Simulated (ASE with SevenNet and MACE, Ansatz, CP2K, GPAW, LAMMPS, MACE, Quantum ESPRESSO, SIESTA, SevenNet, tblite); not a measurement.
# Machine-learned potentials on amorphous 30In2O3-70HfO2 (mol %) (83 atoms): settings against a plane-wave reference

How do the settings of machine-learned potentials change the result for amorphous 30In2O3-70HfO2 (mol %) (83 atoms)? A plane-wave run serves as the yardstick.

Main program and level: ASE with SevenNet and MACE; the method is named at each step.

### 1. Set-up

The cell holds 83 atoms: 14 In, 16 Hf and 53 O. Its edges and angles: a = 10.461 Å, b = 10.461 Å, c = 10.461 Å, α = 90.0°, β = 90.0°, γ = 90.0°. 83 atoms (14 Sc, 16 Zr, 53 O) placed at random at 4.52 g/cm³, melted at 5000 K for 10 ps at fixed volume with the Morse and Coulomb pair potential with partial charges (Pedone, Malavasi, Menziani, Cormack and Segre, J. Phys. Chem. B 110, 11780 (2006)). Quenched from 5000 K to 300 K at 200 K/ps and fixed volume, held 10 ps at zero pressure, then minimised at fixed cell. Then Sc was replaced by In, Zr was replaced by Hf and the cell scaled by 1.022 (the potential has no terms for the new elements, so the cell is a start for a DFT relaxation).

The yardstick, on the same geometry:

```
method                                           : Kohn-Sham DFT, PBE, SSSP efficiency 1.3.0 pseudopotentials, plane waves (Quantum ESPRESSO 7.5); sssp-pbe-1.3.0-efficiency, cutoffs 60/480 Ry, Γ point
r.m.s. force component                           : 0.564 eV/Å
longest force                                    : 2.036 eV/Å
pressure                                         : -7.655 GPa
gap (highest filled to lowest empty level) : 1.572 eV
time                                             : 4.1 min on 4 MPI ranks of Arm Neoverse V1, shared host
CPU time                                         : 16 min
```

### 2. SevenNet 0 potential

Method: machine-learned interatomic potential SevenNet 0, trained on PBE(+U) plane-wave data.

File run.py:

```python
import numpy as np
from ase.io import read
import mlip  # loads the published weights by name

atoms = read("structure.xyz")
atoms.calc = mlip.calc("7net-0")
energy = atoms.get_potential_energy()
forces = atoms.get_forces()
print(f"energy {energy:.6f} eV")
print("forces (eV/A)")
for i, (a, f) in enumerate(zip(atoms, forces)):
    print(f"{i:4d} {a.symbol:2s} {f[0]:10.5f} {f[1]:10.5f} {f[2]:10.5f}")
stress = -atoms.get_stress(voigt=False) * 160.21766
print("stress (GPa, compression positive)")
for row in stress:
    print(" ".join(f"{x:10.4f}" for x in row))
```

File structure.xyz:

```xyz
83
Lattice="10.46053 0.00000 0.00000 0.00000 10.46053 0.00000 0.00000 0.00000 10.46053" Properties=species:S:1:pos:R:3 pbc="T T T"
In 5.46155 5.91449 0.17678
In 9.95570 4.83517 4.82157
In 9.01468 0.17333 4.07187
In 8.83130 7.49204 4.28296
In 2.93711 4.53966 3.25186
In 7.51694 4.41811 2.80028
In 2.65007 5.21457 10.27778
In 3.53995 8.78611 0.12772
In 4.12396 7.43702 7.48702
In 0.59771 9.67494 1.75716
In 10.23950 9.86564 9.35004
In 4.99218 1.08319 3.60888
In 10.16314 6.23416 0.43830
In 5.75789 10.35425 8.80222
Hf 3.90900 3.49288 7.61192
Hf 4.54385 2.19043 0.18023
Hf 1.45945 1.81187 4.64448
Hf 7.62876 2.23196 6.09462
Hf 0.52658 6.67361 7.47729
Hf 2.70792 0.32250 7.31170
Hf 7.89582 4.08578 9.31071
Hf 4.94846 7.31819 3.36829
Hf 1.70548 8.24719 4.56309
Hf 7.82437 7.24946 8.05869
Hf 6.16847 5.32587 5.87662
Hf 6.15937 9.58310 5.70810
Hf 7.76360 1.33487 0.94678
Hf 0.41947 2.67193 1.30798
Hf 7.33356 8.53401 1.18978
Hf 0.37428 2.93763 8.00063
O 9.75507 1.71218 5.33257
O 4.14770 5.40224 6.78407
O 5.72683 3.25699 6.43887
O 4.59510 4.08630 9.63687
O 8.70567 2.99652 7.67949
O 9.68446 8.30964 8.04425
O 2.18970 7.81569 6.68208
O 0.28118 4.66791 6.76796
O 9.19397 5.80800 8.93946
O 9.49900 8.18149 0.84908
O 0.62847 1.11614 2.83198
O 9.86606 3.31379 9.95215
O 6.19002 8.51487 7.66077
O 0.79008 0.84416 8.17710
O 3.94833 6.82958 9.51961
O 1.05976 3.77866 3.93713
O 9.18999 5.72578 3.07121
O 3.39674 2.42381 3.83734
O 7.12456 7.52091 3.03617
O 5.36542 7.44476 5.50234
O 6.71964 5.34606 8.00743
O 1.55726 9.44795 10.38019
O 7.91015 4.00806 4.92126
O 2.25152 2.37538 6.56304
O 1.21781 6.55174 9.46772
O 7.17216 4.77774 0.74699
[... 23 atom lines left out ...]
O 2.52151 2.38667 0.83883
O 4.76550 0.07542 0.27438
O 7.97103 10.22559 2.31512
O 5.17179 7.84059 1.30851
```

The run is started by

```console
> OMP_NUM_THREADS=1 python run.py > output.txt
```

Log:

```text
energy -666.561584 eV
forces (eV/A)
   0 In    1.11776   -0.16847    0.10757
   1 In   -0.05697   -0.70131    0.12149
   2 In   -0.00301    0.52306    0.21330
   3 In   -0.87615    0.23862   -0.29113
   4 In    0.19062   -0.03321   -0.16333
   5 In   -0.26464    0.11014   -0.16965
   6 In   -0.52187   -0.50534    0.08617
   7 In   -0.39638   -0.01442    0.39794
   8 In    0.30584   -0.21117   -0.46269
   9 In    0.45805   -0.36863    0.09352
  10 In   -0.09863   -0.14923   -0.27183
  11 In   -0.27375    0.10133   -0.04985
  12 In   -0.35500    0.17537    0.18901
  13 In    0.42151    0.38416   -0.19106
  14 Hf    0.03435    0.62863    0.35892
  15 Hf   -1.04310   -0.54520    0.50172
  16 Hf    0.00013   -0.23170   -0.57738
  17 Hf   -0.93348   -0.54740    0.46396
  18 Hf    0.43924    0.16484    0.85351
  19 Hf    1.33745   -0.16624   -0.98273
  20 Hf    0.02045    0.00316   -0.41400
  21 Hf    0.57170    0.65046    0.66592
  22 Hf   -0.08093    0.24359   -0.91251
  23 Hf   -0.66109   -0.71365    0.27935
[...]
75 O     0.40977    0.03551    1.22975
  76 O     0.66987    0.85453   -0.23291
  77 O    -0.31375   -0.30079    0.73479
  78 O    -0.24264    0.69594    0.42556
  79 O     0.13244    0.16395   -0.10637
  80 O    -0.18262    1.25144   -0.07147
  81 O    -0.54423    0.26535   -1.39765
  82 O     0.24886    0.26965    0.91292
stress (GPa, compression positive)
   -9.8845    -1.1447     1.8823
   -1.1447    -7.4894     0.5409
    1.8823     0.5409    -6.5176
```

Wall time 11 s (1 thread of Arm Neoverse V1, shared host); peak memory 0.91 GiB.

Banners, paths, timers and routine set-up lines are dropped from the logs unmarked, and long logs keep their key lines alone; longer cuts are marked.

Compared with the plane-wave run:

| Quantity | Value |
| --- | --- |
| r.m.s. force component | 0.5673 eV/Å |
| r.m.s. difference of force components | 92.96 meV/Å |
| longest difference of force vectors | 426.4 meV/Å |
| force difference over r.m.s. force | 16.48 % |
| slope of forces against the reference's | 0.9923 |
| correlation of force components | 0.9865 |
| pressure | -7.964 GPa |
| pressure difference | -0.3091 GPa |

Length of the force difference by element (eV/Å):

```
element  atoms  mean  most
     Hf     16  0.20  0.43
     In     14  0.16  0.31
      O     53  0.12  0.27
```

The surroundings of In14, picked at random, nearest first, numbered as they follow in the input and with coordinates relative to it.

```
atom      x      y      z  distance (Å)  bonds     Fx     Fy  Fz (eV/Å)
In14   0.00   0.00   0.00          0.00      6   0.42   0.38      -0.19
 O65   1.18   0.69  -1.60          2.10      3   0.12   0.49      -1.06
 O76   1.67  -0.29   1.33          2.15      3   0.41   0.04       1.23
 O81  -0.99   0.18   1.93          2.18      3  -0.18   1.25      -0.07
 O43   0.43  -1.84  -1.14          2.21      4   0.63  -0.44      -0.38
 O60  -1.98  -1.01  -0.37          2.25      4  -0.92   0.81      -0.47
 O68  -1.70   1.71  -0.24          2.42      4  -0.19   0.40      -0.06
 O69   0.99   2.44   1.05          2.83      3   0.55   0.18       0.41
 O78  -1.37   0.34  -2.79          3.13      2  -0.31  -0.30       0.73
Hf16  -1.21   2.30   1.84          3.18      6  -1.04  -0.55       0.50
Hf26   0.40  -0.77  -3.09          3.21      7   0.25   0.25       0.03
 In8  -2.22  -1.57   1.79          3.25      5  -0.40  -0.01       0.40
```

Atoms are counted from 1 here, from 0 in the log.

Forces lie 16 % from the reference's, at 0.0091 times its CPU time (on 1 against 4 cores).

### 3. MACE MP-0b3 medium potential

Method: machine-learned interatomic potential MACE MP-0b3 medium, trained on PBE(+U) plane-wave data.

Edit run.py of step 2 so:

```diff
@@ -5,3 +5,3 @@
 atoms = read("structure.xyz")
-atoms.calc = mlip.calc("7net-0")
+atoms.calc = mlip.calc("mace-mp-0b3-medium")
 energy = atoms.get_potential_energy()
```

structure.xyz is that of step 2.

Log:

```text
energy -666.437742 eV
forces (eV/A)
   0 In    0.86312   -0.15785    0.03195
   1 In   -0.07846   -0.50349    0.19247
   2 In    0.15956    0.48494    0.10574
   3 In   -0.88809    0.10665   -0.25190
   4 In    0.44600    0.10303   -0.26550
   5 In   -0.20114    0.15332   -0.36506
   6 In   -0.40081   -0.54212   -0.00734
   7 In   -0.69987    0.12846    0.57064
   8 In    0.18720   -0.32011   -0.52686
   9 In    0.50999   -0.34409    0.18644
  10 In   -0.32382   -0.15118    0.02538
  11 In   -0.33536   -0.13082   -0.03283
  12 In   -0.52574    0.15786    0.17695
  13 In    0.37970    0.45753    0.05508
  14 Hf    0.07886    0.52128    0.39228
  15 Hf   -1.26985   -0.35083    0.55014
  16 Hf   -0.01692   -0.32559   -0.59303
  17 Hf   -0.78320   -0.23608    0.64970
  18 Hf    0.50274    0.12488    0.70629
  19 Hf    1.35290   -0.29837   -1.02993
  20 Hf   -0.00081   -0.03930   -0.44394
  21 Hf    0.41710    0.59420    0.52589
  22 Hf    0.00223    0.35653   -0.78690
  23 Hf   -0.64610   -0.60202    0.26665
[...]
75 O     0.47910   -0.04165    1.11098
  76 O     0.56869    0.86220   -0.20464
  77 O    -0.26130   -0.21862    0.66463
  78 O    -0.17139    0.70891    0.28128
  79 O     0.15435    0.17035   -0.09732
  80 O    -0.09828    0.97863   -0.15405
  81 O    -0.60196    0.14343   -1.38672
  82 O     0.37651    0.27362    0.86582
stress (GPa, compression positive)
   -9.4860    -0.9695     1.7345
   -0.9695    -6.6730     0.3967
    1.7345     0.3967    -6.4126
```

It took 11 s on 1 thread; peak memory 1 GiB.

Numbers from this run, and their distance from the reference:

| Item | Value |
| --- | --- |
| r.m.s. force component | 0.546 eV/Å |
| r.m.s. difference of force components | 83.91 meV/Å |
| longest difference of force vectors | 345.9 meV/Å |
| force difference over r.m.s. force | 14.88 % |
| slope of forces against the reference's | 0.9574 |
| correlation of force components | 0.9891 |
| pressure | -7.524 GPa |
| pressure difference | 0.1308 GPa |

Against the first run (16 %), the force difference from the reference is 15 %, at 1.0 times the CPU time.

### 4. MACE MPA-0 medium potential

Method: machine-learned interatomic potential MACE MPA-0 medium, trained on PBE(+U) plane-wave data.

Edit run.py of step 3 so:

```diff
@@ -5,3 +5,3 @@
 atoms = read("structure.xyz")
-atoms.calc = mlip.calc("mace-mp-0b3-medium")
+atoms.calc = mlip.calc("mace-mpa-0-medium")
 energy = atoms.get_potential_energy()
```

structure.xyz is that of step 3.

Log:

```text
energy -665.281198 eV
forces (eV/A)
   0 In    1.04809   -0.08326    0.06866
   1 In   -0.18657   -0.66092    0.33459
   2 In    0.12676    0.66756    0.18890
   3 In   -1.03419    0.22288   -0.09982
   4 In    0.31582   -0.14598   -0.22054
   5 In   -0.30563    0.08445   -0.18155
   6 In   -0.49750   -0.68486    0.03317
   7 In   -0.46295    0.12448    0.41644
   8 In    0.35899   -0.20265   -0.60161
   9 In    0.32061   -0.12752    0.14425
  10 In   -0.40440   -0.17054   -0.12782
  11 In   -0.26230    0.05305   -0.01499
  12 In   -0.51067    0.07052    0.15627
  13 In    0.49042    0.47654   -0.18182
  14 Hf    0.09572    0.63561    0.38596
  15 Hf   -1.14327   -0.53712    0.58126
  16 Hf   -0.06825   -0.34016   -0.66733
  17 Hf   -0.82447   -0.45691    0.44274
  18 Hf    0.28055    0.14021    0.74041
  19 Hf    1.46187   -0.24891   -0.86411
  20 Hf   -0.02869   -0.09336   -0.30334
  21 Hf    0.57435    0.72899    0.45860
  22 Hf   -0.13551    0.29096   -0.89021
  23 Hf   -0.69386   -0.55668    0.19580
[...]
75 O     0.56789   -0.03451    1.16839
  76 O     0.54316    1.03618   -0.20245
  77 O    -0.29028   -0.29507    0.69398
  78 O    -0.16603    0.68695    0.29467
  79 O     0.09943    0.15298   -0.05458
  80 O    -0.22985    1.09350   -0.13450
  81 O    -0.61717    0.15936   -1.53386
  82 O     0.23719    0.27629    0.82944
stress (GPa, compression positive)
   -9.6632    -1.3072     1.8732
   -1.3072    -6.8255     0.4968
    1.8732     0.4968    -6.2814
```

Run time: 11 s. Hardware: 1 thread; peak memory 1 GiB.

Compared with the plane-wave run:

```yaml
r_m_s_force_component: 0.5687 eV/Å
r_m_s_difference_of_force_components: 83.5 meV/Å
longest_difference_of_force_vectors: 341.8 meV/Å
force_difference_over_r_m_s_force: 14.8 %
slope_of_forces_against_the_reference_s: 0.9974
correlation_of_force_components: 0.9892
pressure: -7.59 GPa
pressure_difference: 0.0647 GPa
```

Against the first run (16 %), the force difference from the reference is 15 %, at 1.0 times the CPU time.

### 5. The ladder

Differences are against the plane-wave reference, forces as r.m.s. over components; share is that over the reference's r.m.s. force, slope the least-squares factor from reference forces to these. Total energies of different programs have different zeros and aren't compared.

```
                         run  Δ force, r.m.s. (meV/Å)  share (%)  slope  Δ pressure (GPa)  cores  CPU time  memory (GiB)
                   reference                        -          -      -                 -      4    16 min           3.9
        SevenNet 0 potential                     93.0       16.5  0.992            -0.309      1     8.9 s          0.91
MACE MP-0b3 medium potential                     83.9       14.9  0.957             0.131      1     9.3 s           1.0
 MACE MPA-0 medium potential                     83.5       14.8  0.997            0.0647      1     9.3 s           1.0
```

Times of the machine-learned potentials are mostly Python's start and the loading of weights.

CPU time is summed over cores on a shared host, where runs went side by side, so it is rough. Symmetry, cutoffs, thresholds, outputs and thread counts weren't matched or tuned between programs; memory under MPI is the largest rank's times the ranks.

### 6. Summary of results

```json
{
 "nearest in forces": "a tie at 15 % of 2 runs: MACE MP-0b3 medium potential; MACE MPA-0 medium potential"
}
```

What this shows: Machine-learned potentials differ by 15 % (MACE MPA-0 medium potential) to 16 % (SevenNet 0 potential); they were trained on other programs' data. The reference's pressure holds the uncorrected Pulay stress of its 60 Ry basis, so small pressure differences, and their order, may be the reference's own error. Machine-learned potentials mimic data converged in k, so the reference's own k-point error enters their differences. The quench rate of 200 K/ps is many orders above laboratory rates, so the cell is likely richer in defects and strain than a real sample. The network of bonds at the start is that of the classical potential that made the cell, and needn't be the one that DFT or experiment would give. The reference's stress is far from hydrostatic: its diagonal is -9.7, -7.0, -6.3 GPa, compression counted positive. The reference's pressure of -7.7 GPa belongs to a cell and atoms that aren't relaxed at this level. The electronic-structure runs sample only Γ, in a cell whose shortest periodic width is 10 Å. Spin–orbit coupling is left out, which matters for the levels of the heavy elements.

[Also dropped from logs without a mark: logging warnings of Python, and SIESTA's first energy breakdown and zero terms.]

[Logs are printed without paths, hosts, clocks, repeated set-up lines and the standing remarks that a program may print on its own settings, such as how far it seeks lower states.]

[Hosts, paths, dates, database ids (printed as entryN), source tags and the programs' standing remarks are cut or masked in the printed files.]
